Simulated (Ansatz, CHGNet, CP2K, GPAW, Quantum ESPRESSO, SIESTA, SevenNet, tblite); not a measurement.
**Running liquid diethyl ether at 300 K (75 atoms) with SIESTA**

Wanted: SIESTA inputs and outputs for liquid diethyl ether at 300 K (75 atoms), checked against a plane-wave reference.

Program: SIESTA 5.4.2. Level of theory: the method is named at each step. Results are calculated unless marked as measured.

## (1) The structure

The cell holds 75 atoms: 20 C, 5 O and 50 H. Cell: a = 9.535 Å, b = 9.535 Å, c = 9.535 Å, α = 90.0°, β = 90.0°, γ = 90.0°. 5 diethyl ether placed at random, at 0.71 g/cm³; overlaps pushed apart, then 10 ps at 450 K with MMFF94 bonds, angles, torsions, charges and radii (Halgren, J. Comput. Chem. 17, 490 (1996)) in harmonic and 12-6 forms. Snapshot after 20 ps at 300 K and fixed volume. Then every atom was moved at random, 0.05 Å r.m.s. a Cartesian component (hydrogen 0.6 of that).

The yardstick, on the same geometry:

```
method                                           : Kohn-Sham DFT, PBE, SSSP efficiency 1.3.0 pseudopotentials, plane waves (Quantum ESPRESSO 7.5); sssp-pbe-1.3.0-efficiency, cutoffs 60/480 Ry, Γ point
r.m.s. force component                           : 1.842 eV/Å
longest force                                    : 7.469 eV/Å
pressure                                         : 2.032 GPa
gap (highest filled to lowest empty level) : 4.348 eV
time                                             : 51 s on 2 MPI ranks of Arm Neoverse V1, shared host
CPU time                                         : 1.7 min
```

## (2) PBE, DZP, shift 0.01 Ry, mesh 500 Ry

Method: Kohn-Sham DFT, PBE, PseudoDojo 0.4.1 norm-conserving pseudopotentials (converted to PSML), numerical atomic orbitals (DZP), diagonalisation.

The .psml files are PseudoDojo norm-conserving potentials that we converted to this format, checked against plane waves on the same files for H, C, O, Si, Ge and Ca alone.

input.fdf

```
SystemLabel cell
NumberOfAtoms 75
NumberOfSpecies 3
%block ChemicalSpeciesLabel
  1 6 C
  2 8 O
  3 1 H
%endblock ChemicalSpeciesLabel
LatticeConstant 1.0 Ang
%block LatticeVectors
  9.53465 0.00000 0.00000
  0.00000 9.53465 0.00000
  0.00000 0.00000 9.53465
%endblock LatticeVectors
PAO.BasisSize DZP
PAO.EnergyShift 0.01 Ry
XC.Functional GGA
XC.Authors PBE
MeshCutoff 500 Ry
%block kgrid_Monkhorst_Pack
  1 0 0 0.0
  0 1 0 0.0
  0 0 1 0.0
%endblock kgrid_Monkhorst_Pack
SolutionMethod diagon
OccupationFunction FD
ElectronicTemperature 580 K
SCF.Mixer.Method Pulay
SCF.Mixer.Weight 0.15
SCF.Mixer.History 8
SCF.Mix Hamiltonian
MaxSCFIterations 300
SCF.DM.Tolerance 1e-04
SCF.H.Tolerance 1.0e-3 eV
WriteForces T
Write.HirshfeldPop T
Write.VoronoiPop T
Write.DM F
Write.H F
XML.Write F
AtomicCoordinatesFormat Fractional
%block AtomicCoordinatesAndAtomicSpecies
  0.90448 0.09480 0.75948 1
  0.00233 0.96484 0.71498 1
  0.94067 0.90949 0.59752 2
  0.01206 0.78599 0.53118 1
  0.92943 0.72932 0.42610 1
  0.94717 0.13785 0.86176 3
  0.80474 0.04715 0.77539 3
  0.90580 0.16872 0.68341 3
  0.10851 0.99161 0.69232 3
  0.99706 0.87441 0.79985 3
  0.03532 0.71199 0.62357 3
  0.09747 0.83270 0.48762 3
  0.87570 0.81877 0.36197 3
  0.84694 0.66659 0.45950 3
  0.00499 0.67078 0.35218 3
  0.11279 0.34961 0.34946 1
  0.19959 0.22703 0.28749 1
  0.14956 0.21538 0.13627 2
  0.23111 0.10301 0.08504 1
  0.15347 0.95644 0.09960 1
  0.12965 0.44744 0.27931 3
  0.15489 0.37267 0.44956 3
  0.00367 0.33925 0.35187 3
  0.31074 0.26828 0.27903 3
  0.18041 0.13532 0.34992 3
  0.33619 0.09419 0.11404 3
  0.22368 0.14202 0.97723 3
  0.18964 0.87476 0.04129 3
  0.04192 0.96732 0.06627 3
  0.14085 0.92989 0.21443 3
  0.57466 0.35090 0.47225 1
  0.67328 0.24300 0.43182 1
  0.65639 0.21296 0.28850 2
  0.75185 0.12191 0.23748 1
  0.76418 0.14734 0.07416 1
  0.46992 0.30732 0.47769 3
  0.58730 0.44025 0.42314 3
  0.59531 0.35772 0.58948 3
  0.79420 0.27705 0.43325 3
  0.68334 0.13358 0.49056 3
  0.70184 0.00990 0.25262 3
  0.85105 0.12473 0.28630 3
  0.82187 0.24084 0.05632 3
  0.65800 0.15397 0.02364 3
  0.82470 0.04911 0.03994 3
  0.46843 0.00446 0.72404 1
  0.52229 0.87260 0.73470 1
  0.41494 0.76897 0.73162 2
  0.48003 0.63878 0.72621 1
  0.38174 0.52239 0.66463 1
  0.39712 0.02476 0.64707 3
  0.54504 0.08860 0.70269 3
  0.40940 0.02970 0.81868 3
  0.60487 0.85337 0.64650 3
  0.60850 0.85461 0.82502 3
  0.50250 0.60877 0.84362 3
[... 15 atom lines left out ...]
  0.52872 0.49987 0.17472 3
  0.35241 0.68322 0.24411 3
  0.37205 0.67364 0.05777 3
  0.45208 0.80493 0.14449 3
%endblock AtomicCoordinatesAndAtomicSpecies
```

The run is started by

```
> OMP_NUM_THREADS=1 mpirun -np 2 siesta < input.fdf > output.txt
```

Log:

```text
Version         : 5.4.2
reinit: System Name:
reinit: System Label: cell
initatom: Reading input for the pseudopotentials and atomic orbitals ----------
Species number:   1 Atomic number:    6 Label: C
Species number:   2 Atomic number:    8 Label: O
Species number:   3 Atomic number:    1 Label: H
Ground state valence configuration (from tables):   2s02  2p02  3d00  4f00
Ground state valence configuration (from tables):   2s02  2p04  3d00  4f00
Ground state valence configuration (from tables):   1s01  2p00  3d00  4f00
---- Processing specs for species: C
GGA--PBE XC_GGA_X_PBE--XC_GGA_C_PBE pb
---- Processing specs for species: O
GGA--PBE XC_GGA_X_PBE--XC_GGA_C_PBE pb
---- Processing specs for species: H
GGA--PBE XC_GGA_X_PBE--XC_GGA_C_PBE pb
C pseudopotential only contains V_ls up to l=1 -- lmxkb reset.
O pseudopotential only contains V_ls up to l=2 -- lmxkb reset.
H pseudopotential only contains V_ls up to l=1 -- lmxkb reset.
Using PAO.SplitTailNorm
%block ChemicalSpeciesLabel
    1    6 C                       # Species index, atomic number, species label
    2    8 O                       # Species index, atomic number, species label
    3    1 H                       # Species index, atomic number, species label
%endblock ChemicalSpeciesLabel
%block PAO.Basis                 # Define Basis set
C                     2                    # Species label, number of l-shells
 n=2   0   2                         # n, l, Nzeta
   4.484      3.048
   1.000      1.000
 n=2   1   2 P   1                   # n, l, Nzeta, Polarization, NzetaPol
   5.436      3.692
[...]
O                     2                    # Species label, number of l-shells
 n=2   0   2                         # n, l, Nzeta
[...]
n=2   1   2 P   1                   # n, l, Nzeta, Polarization, NzetaPol
[...]
H                     1                    # Species label, number of l-shells
 n=1   0   2 P   1                   # n, l, Nzeta, Polarization, NzetaPol
   5.233      3.529
   1.000      1.000
%endblock PAO.Basis
coor:   Atomic-coordinates input format  =     Fractional
siesta: System type = bulk
initatomlists: Number of atoms, orbitals, and projectors:     75   575   475
siesta: ******************** Simulation parameters ****************************
Total number of electrons:   160.000000
Total ionic charge:   160.000000
 Kpoints in:            1 . Kpoints trimmed:            1
siesta: k-grid: Number of k-points = 1
siesta: k-points from Monkhorst-Pack grid
siesta: k-cutoff (effective) =     4.767 Ang
siesta: k-point supercell and displacements
siesta: k-grid:     1     0     0      0.000
siesta: k-grid:     0     1     0      0.000
siesta: k-grid:     0     0     1      0.000
                     ====================================
                        Single-point calculation
                     ====================================
outcell: Unit cell vectors (Ang):
        9.534650    0.000000    0.000000
        0.000000    9.534650    0.000000
        0.000000    0.000000    9.534650
outcell: Cell vector modules (Ang)   :    9.534650    9.534650    9.534650
outcell: Cell angles (23,13,12) (deg):     90.0000     90.0000     90.0000
outcell: Cell volume (Ang**3)        :    866.7907
Gamma-point calculation with multiply-connected orbital pairs
Gamma-point calculation with multiply-connected orbital pairs
Folding of H and S implicitly performed
Folding of H and S implicitly performed
new_DM -- step:     1
Initializing Density Matrix...
Attempting to read DM from file... Failed...
DM filled with atomic data:
InitMesh: MESH = 144 x 144 x 144 = 2985984
InitMesh: Mesh cutoff (required, used) =   500.000   630.402 Ry
stepf: Fermi-Dirac step function
        iscf     Eharris(eV)        E_KS(eV)     FreeEng(eV)     dDmax    Ef(eV) dHmax(eV)
   scf:    1    -6344.020890    -6300.134759    -6300.134759  1.968436 -4.176491  7.531264
   scf:    2    -6312.452191    -6306.673546    -6306.673546  0.058905 -3.833791  5.139379
   scf:    3    -6313.603863    -6311.946384    -6311.946384  0.138420 -3.089230  0.903989
[...]
scf:   10    -6312.288505    -6312.288503    -6312.288503  0.000138 -3.029628  0.000786
   scf:   11    -6312.288504    -6312.288504    -6312.288504  0.000051 -3.029655  0.000258
SCF Convergence by DM+H criterion
max |DM_out - DM_in|         :     0.0000514874
max |H_out - H_in|      (eV) :     0.0002576445
SCF cycle converged after 11 iterations
Using DM_out to compute the final energy and forces
siesta: E_KS(eV) =            -6312.2885
siesta: E_KS - E_eggbox =     -6312.2885
siesta: Atomic forces (eV/Ang):
     1    3.321859   -3.839619    3.219889
     2   -2.465088   -0.518194    2.196208
     3   -1.472537   -1.239776   -2.471468
[...]
74    0.778638   -0.579340    0.942437
    75    0.779279    0.292254    0.538999
----------------------------------------
   Tot   -0.001564    0.001230    0.001175
----------------------------------------
   Max    7.189949
   Res    2.053493    sqrt( Sum f_i^2 / 3N )
----------------------------------------
   Max    7.189949    constrained
Stress tensor Voigt[x,y,z,yz,xz,xy] (kbar):      -39.54      -53.89      -33.38      -13.72        0.93       -3.36
(Free)E + p*V (eV/cell)    -6289.4198
Target enthalpy (eV/cell)    -6312.2885
siesta: Program's energy decomposition (eV):
siesta: Ebs     =     -2056.905747
siesta: Eions   =     10468.993286
siesta: Ena     =      2639.868561
siesta: Ekin    =      4510.218671
siesta: Enl     =      -588.587544
siesta: DEna    =      -207.030446
siesta: DUscf   =        22.369784
siesta: Ex      =     -2047.864497
siesta: Ec      =      -172.269746
siesta: Exc     =     -2220.134243
siesta: Eharris =     -6312.288504
siesta: Etot    =     -6312.288504
siesta: FreeEng =     -6312.288504
siesta: Final energy (eV):
siesta:  Band Struct. =   -2056.905747
siesta:       Kinetic =    4510.218671
siesta:       Hartree =    4488.759791
siesta:         Exch. =   -2047.864497
siesta:         Corr. =    -172.269746
siesta:   Exch.-corr. =   -2220.134243
siesta:  Ion-electron =  -13007.723360
siesta:       Ion-ion =     -83.409363
siesta:         Total =   -6312.288504
siesta:         Fermi =      -3.029655
siesta: Stress tensor (static) (eV/Ang**3):
siesta:    -0.024679   -0.002094    0.000582
siesta:    -0.002094   -0.033638   -0.008564
siesta:     0.000582   -0.008564   -0.020833
siesta: Cell volume =        866.790747 Ang**3
siesta: Pressure (static):
siesta:                Solid            Molecule  Units
siesta:           0.00028735          0.00029807  Ry/Bohr**3
siesta:           0.02638321          0.02736752  eV/Ang**3
siesta:          42.27056118         43.84760556  kBar
    Orbital volume contribution        =          21.315268 eV
    (Free)E + p_basis*V_orbitals       =       -6290.973236 eV
    (Free)Eharris+ p_basis*V_orbitals  =       -6290.973236 eV
Hirshfeld Atomic Populations:
Atom #   charge [q] valence [e]  Species
     1    -0.089007    4.089007  C
     2     0.024673    3.975327  C
     3    -0.114047    6.114047  O
     4     0.020918    3.979082  C
[...]
6     0.030212    0.969788  H
     7     0.023625    0.976375  H
     8     0.023894    0.976106  H
[...]
18    -0.095635    6.095635  O
[...]
33    -0.094251    6.094251  O
[...]
--------------------
 Total     0.000001
Voronoi Atomic Populations:
Atom #   charge [q] valence [e]  Species
[...]
48    -0.104109    6.104109  O
[...]
63    -0.094135    6.094135  O
    64     0.050283    3.949717  C
    65    -0.006976    4.006976  C
[...]
74    -0.008286    1.008286  H
    75    -0.006822    1.006822  H
--------------------
 Total     0.000001
```

Elapsed: 80 s, on 2 MPI ranks of Arm Neoverse V1, shared host; peak memory 1.4 GiB; 2.7 min of CPU time.

Banners, paths, timers and routine set-up lines are dropped from the logs unmarked, and long logs keep their key lines alone; longer cuts are marked.

Numbers from this run, and their distance from the reference:

```
r.m.s. force component                           : 2.053 eV/Å
r.m.s. difference of force components            : 378.6 meV/Å
longest difference of force vectors              : 1210 meV/Å
force difference over r.m.s. force               : 20.56 %
slope of forces against the reference's          : 1.101
correlation of force components                  : 0.987
gap (highest filled to lowest empty level) : 4.899 eV
gap difference                                   : 0.5514 eV
pressure                                         : 4.227 GPa
pressure difference                              : 2.195 GPa
```

Length of the force difference by element (eV/Å):

```tsv
element	atoms	mean	most
C	20	0.60	0.95
H	50	0.65	1.2
O	5	0.3	0.36
```

Levels nearest the highest filled one (eV from it): -2.61, -2.39, -2.24, -2.08, -2.02, -1.93, -1.45, -0.44, -0.36, -0.07, -0.03, 0.00, 4.90, 5.70, 5.72, 5.79, 5.91, 6.02, 6.26, 6.44, 6.46, 6.56, 6.69, 6.75.

Local excerpt of 13 atoms (numbers count through the whole input) about O18, one of the 5 O atoms; x, y, z are measured from there.

```tsv
atom	x	y	z	distance (Å)	bonds	Hirshfeld charge (e)	Fx	Fy	Fz (eV/Å)
O18	0.00	0.00	0.00	0.00	2	-0.10	1.13	-0.34	4.01
C19	0.78	-1.07	-0.49	1.41	4	0.01	-4.16	-1.33	-2.93
C17	0.48	0.11	1.44	1.52	4	0.03	-1.63	3.75	-2.13
H27	0.71	-0.70	-1.52	1.81	1	0.01	0.75	-0.86	-1.47
H24	1.54	0.50	1.36	2.11	1	0.03	-0.18	-0.84	0.35
H26	1.78	-1.16	-0.21	2.13	1	0.03	2.84	0.23	1.22
H25	0.29	-0.76	2.04	2.20	1	0.03	0.16	-1.60	0.53
C16	-0.35	1.28	2.03	2.43	4	-0.09	2.65	1.00	-2.74
C20	0.04	-2.47	-0.35	2.49	4	-0.09	-1.82	4.03	2.78
H21	-0.19	2.21	1.36	2.61	1	0.02	0.07	-0.88	0.62
H29	-1.03	-2.37	-0.67	2.66	1	0.02	-0.09	0.36	-0.19
H23	-1.39	1.18	2.06	2.75	1	0.02	-2.66	-0.82	0.23
H30	-0.08	-2.72	0.75	2.82	1	0.02	0.44	-0.23	-0.33
```

Forces lie 21 % from the reference's, at 1.6 times its CPU time.

## (3) Results

| Item | Value |
| --- | --- |
| force difference from the reference | SIESTA PBE, DZP, shift 0.01 Ry, mesh 500 Ry, 21 % |
| its CPU time | 2.7 min |

In words: The PBE run in local orbitals differs by 21 % (SIESTA PBE, DZP, shift 0.01 Ry, mesh 500 Ry); basis, grid and potentials can all enter. SIESTA PBE, DZP, shift 0.01 Ry, mesh 500 Ry stiffens the forces by a factor of 1.10 while following their directions (correlation 0.987). At the same functional, the gap of SIESTA PBE, DZP, shift 0.01 Ry, mesh 500 Ry lies 0.55 eV above the reference's 4.35 eV. A likely cause of the wide gaps: compact atomic orbitals describe empty levels worse than filled ones. In pressure, SIESTA PBE, DZP, shift 0.01 Ry, mesh 500 Ry misses by +2.2 GPa, at the same functional. With short bonds to hydrogen, sets of potentials differ among themselves by several per cent in forces even at converged cutoffs, so the reference isn't exact here either. The reference's pressure holds the uncorrected Pulay stress of its 60 Ry basis, so small pressure differences, and their order, may be the reference's own error. The network of contacts between molecules at the start is that of the classical potential that made the cell, and needn't be the one that DFT or experiment would give. The reference's PBE has no dispersion term, which matters for the binding between molecules or layers. The electronic-structure runs sample only Γ, in a cell whose shortest periodic width is 10 Å.

[Also dropped from logs without a mark: logging warnings of Python, and SIESTA's first energy breakdown and zero terms.]

[Logs are printed without paths, hosts, clocks, repeated set-up lines and the standing remarks that a program may print on its own settings, such as how far it seeks lower states.]

[Hosts, paths, dates, database ids (printed as entryN), source tags and the programs' standing remarks are cut or masked in the printed files.]

[The MMFF94 radii named for the starting cell were scaled by 0.96; in molecules described by MMFF94, hydrogen bound to N, O or S took a small fixed 12-6 site in their place.]
